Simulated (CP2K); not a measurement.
Two runs for the B K edge of borylethylene. Run A: CP2K XAS_TDP, all-electron GAPW, PBEh(45%), aug-cc-pVDZ, TDA, no relativity. Run B differs in one setting.

First lines with a strength over 0.0015. A:

```tsv
atom	energy (eV)	states	strength, one atom
B1 (bonded to C and 2 H)	183.58	1	0.0686
	188.75	1	0.0050
	189.16	1	0.0042
	189.51	1	0.0099
	189.78	1	0.0019
```

B:

```tsv
atom	energy (eV)	states	strength, one atom
B1 (bonded to C and 2 H)	190.86	1	0.0660
	196.03	1	0.0048
	196.44	1	0.0040
	196.80	1	0.0095
	197.06	1	0.0018
```

Q: Which was it: scalar relativity switched on, GW2X switched on, the basis, the functional?

GW2X switched on. GW2X shifts an atom's lines together and keeps their spacings. Against PBEh(45%) in aug-cc-pVDZ, the leading line moves by +7.28 eV, to 190.86 eV.

[Banner, clock and machine lines of the logs are left out without a mark of their own.]

[Logs are printed without paths, hosts, clocks, repeated set-up lines and the standing remarks that a program may print on its own settings, such as how far it seeks lower states.]

[Hosts, paths, dates, database ids (printed as entryN), source tags and the programs' standing remarks are cut or masked in the printed files.]
